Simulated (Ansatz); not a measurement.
# Si(111) with Cl on 50 % of the top atoms and H on the rest: bands and core levels, part 3 of 3

Aim: core-level components, unfolded bands and work function of Si(111) with Cl on 50 % of the top atoms and H on the rest.

Ansatz 0.2.0; DFT, PBE, plane-wave PAW, default files, scalar-relativistic.

So far, gap on the k-mesh (eV): step 2 (relaxation) 1.08; step 3 (bands by layer) 1.08.

### 4. Core holes

XPS shifts tell sites apart. Each chosen atom gets a core hole in a self-consistent pass of its own.

Contents of input.yaml:

```yaml
crystal:
  lattice:
    - [7.6791796437, 0.0, 0.0]
    - [3.8395898218, 6.6503646517, 0.0]
    - [0.0, 0.0, 24.5937769138]
  atoms:
    - { symbol: Cl, position: [0.0001948421, -0.0003896841, 0.7161871883] }
    - { symbol: Cl_h, position: [0.5001948421, -0.0003896841, 0.7161871883] }
    - { symbol: H, position: [-0.0002716043, 0.5005432087, 0.6938437077] }
    - { symbol: H, position: [0.4997283957, 0.5005432087, 0.6938437077] }
    - { symbol: Si_h, position: [-0.0001787169, 0.0003574339, 0.6311584999] }
    - { symbol: Si, position: [0.4998212831, 0.0003574339, 0.6311584999] }
    - { symbol: Si, position: [0.0002968345, 0.4994063311, 0.6328856222] }
    - { symbol: Si_h, position: [0.5002968345, 0.4994063311, 0.6328856222] }
    - { symbol: Si_h, position: [0.8324934845, 0.335013031, 0.600663095] }
    - { symbol: Si, position: [0.3324934845, 0.335013031, 0.600663095] }
    - { symbol: Si, position: [0.8342805964, 0.8314388072, 0.6003848409] }
    - { symbol: Si, position: [0.3342805964, 0.8314388072, 0.6003848409] }
    - { symbol: Si, position: [0.8333627234, 0.3332745531, 0.5044991767] }
    - { symbol: Si, position: [0.3333627234, 0.3332745531, 0.5044991767] }
    - { symbol: Si, position: [0.833237732, 0.8335245359, 0.5041937503] }
    - { symbol: Si, position: [0.333237732, 0.8335245359, 0.5041937503] }
    - { symbol: Si_h, position: [0.1665231881, 0.1669536238, 0.4718939699] }
    - { symbol: Si, position: [0.6665231881, 0.1669536238, 0.4718939699] }
    - { symbol: Si, position: [0.1667447152, 0.6665105696, 0.4718041802] }
    - { symbol: Si, position: [0.6667447152, 0.6665105696, 0.4718041802] }
    - { symbol: Si, position: [0.1666666665, 0.166666667, 0.375857398] }
    - { symbol: Si, position: [0.6666666665, 0.166666667, 0.375857398] }
    - { symbol: Si, position: [0.1666666665, 0.666666667, 0.375857398] }
    - { symbol: Si, position: [0.6666666665, 0.666666667, 0.375857398] }
    - { symbol: Si, position: [0.0, 0.0, 0.343989458] }
    - { symbol: Si, position: [0.5, 0.0, 0.343989458] }
    - { symbol: Si, position: [0.0, 0.5, 0.343989458] }
    - { symbol: Si, position: [0.5, 0.5, 0.343989458] }
    - { symbol: H, position: [0.0, 0.0, 0.284624847] }
    - { symbol: H, position: [0.5, 0.0, 0.284624847] }
    - { symbol: H, position: [0.0, 0.5, 0.284624847] }
    - { symbol: H, position: [0.5, 0.5, 0.284624847] }
kpoints:
  mp_grid: { grid: [3, 3, 1] }
scf:
  occupations: { method: fermi_dirac, width: 0.02 }
  n_extra_bands: 23
hamiltonian:
  xc: pbe
  pseudopotentials: { kind: paw }
output:
  forces: true
  write_potential: true
  volumetric_format: []
  core_levels:
    shells: { Cl_h: "2p", Si_h: "2p" }
    counted_from: conduction_bottom
    add_spin: always
efield:
  axis: 3
  dipole_correction: true
```

Launch:

```
$ ansatz run input.yaml --threads 4 --pin off --max-ram 11264MiB --backend cpu --events-out ev --progress --plain --runs-dir out
```

Wall time 4.4 min (4 threads of Arm Neoverse V2, shared host); peak memory 2.9 GiB.

This step gave:

```
symmetry operations : 1
```

Levels are total-energy differences with one electron taken from the core. The electron stays in the lowest empty state, so these are excitation energies, not binding energies. The hole's nearest image is 7.7 Å away.

```
atom     region  shell  level (eV)  shift (eV)     j lines (eV)                    doubts
 Cl2  adsorbate     2p      199.71           -  200.80 / 199.17  stability check not made
 Si5    layer 1     2p      100.63       +0.72  101.04 / 100.43                         -
 Si8    layer 1     2p      100.03       +0.12   100.44 / 99.83                         -
 Si9    layer 2     2p       99.91       -0.00   100.32 / 99.71                         -
Si17     middle     2p       99.91       +0.00   100.32 / 99.71                         -
```

Levels of p, d and f shells are means over their two j lines, weighted by degeneracy; the splitting comes from the atom's own solve. Shifts count from the last listed atom of each element. With the electron kept in the cell, its attraction to the hole differs by site and enters these shifts.

The Si 2p lines of the listed atoms alone (other atoms of the cell aren't counted), as Gaussians 0.5 eV wide, no depth weighting. The intensity by Si 2p level; read off at these points:

Si 2p level (eV), intensity (%) and a bar:
```
    98.80          0 
    99.00          0 
    99.20          4 #
    99.40         28 ########
    99.60         79 ########################
    99.75        100 ##############################
    99.80         98 #############################
   100.00         68 ####################
   100.20         69 #####################
   100.40         84 #########################
   100.60         54 ################
   100.80         23 #######
   101.00         18 ######
   101.20         13 ####
   101.40          4 #
   101.60          1 
   101.80          0 
   102.00          0
```

### 5. What came out

- ionisation potential: 5.48 eV (upper face; lower face 4.65 eV)
- electron affinity (Kohn–Sham): 4.40 eV (slab's lowest empty level against the upper vacuum)
- Si core shifts among the listed atoms, from the last listed one: -0.00 to +0.72 eV

What this shows: The valence top of Si(111) with Cl on 50 % of the top atoms and H on the rest lies 5.48 eV (upper face; lower face 4.65 eV) below the vacuum and the lowest empty level 4.40 eV below the vacuum of the upper face. Only the strongest levels a point were stored, too few to count surface states. The upper face's value lies 0.83 eV above that of the hydrogen-covered lower face; the difference is the dipole step of the groups. Core shifts: Si -0.00 to +0.72 eV. Among the sites run, the most bound Si 2p level is that of Si5 (layer 1), bonded to 3 Si and 1 Cl; the least bound, 0.72 eV shallower, that of Si9 (layer 2), tied with Si17, bonded to 4 Si. That is the order that electronegative neighbours give as a rule, though screening of the hole enters too. These are excitation energies with the electron kept in the cell, so its attraction to the hole, which differs by site, enters the order. At 21.2 eV the valence spectrum has its highest listed peaks within 10.8 eV at 1.7 eV (Cl 3p), 2.8 eV (Cl 3p), 3.5 eV (Cl 3p) and 5.5 eV (Cl 3p). At 1486.7 eV the valence spectrum has its highest listed peaks within 13 eV at 1.7 eV (Si 3p), 2.8 eV (mixed, Cl 3p leading), 3.5 eV (Cl 3p), 6.6 eV (Si 3s) and 9.1 eV (Si 3s). The shell named is the one with most of the intensity, cross sections included, not always the one with most states there. In the main run, from 1486.7 eV towards hard X-rays the Si 3s share grows by 18 points, as its cross section falls more slowly with photon energy than those of the shells it gains on. The spectra rest on a 3×3×1 mesh, so closely spaced maxima can be ripples of the mesh. The slab's own atoms span 7.1 Å, so bulk bands appear as a few quantum-well levels, and states of the two faces can mix. The affinity uses the Kohn–Sham gap, which is too small, so the true affinity is lower and the true ionisation potential usually higher.

[Logs are printed without paths, hosts, clocks, repeated set-up lines and the standing remarks that a program may print on its own settings, such as how far it seeks lower states.]

[Hosts, paths, dates, database ids (printed as entryN), source tags and the programs' standing remarks are cut or masked in the printed files.]

[Maps of the electrostatic potential energy from Ansatz leave out the sawtooth potential of an applied field or a dipole correction, so their vacuum need not be flat; work functions include it.]
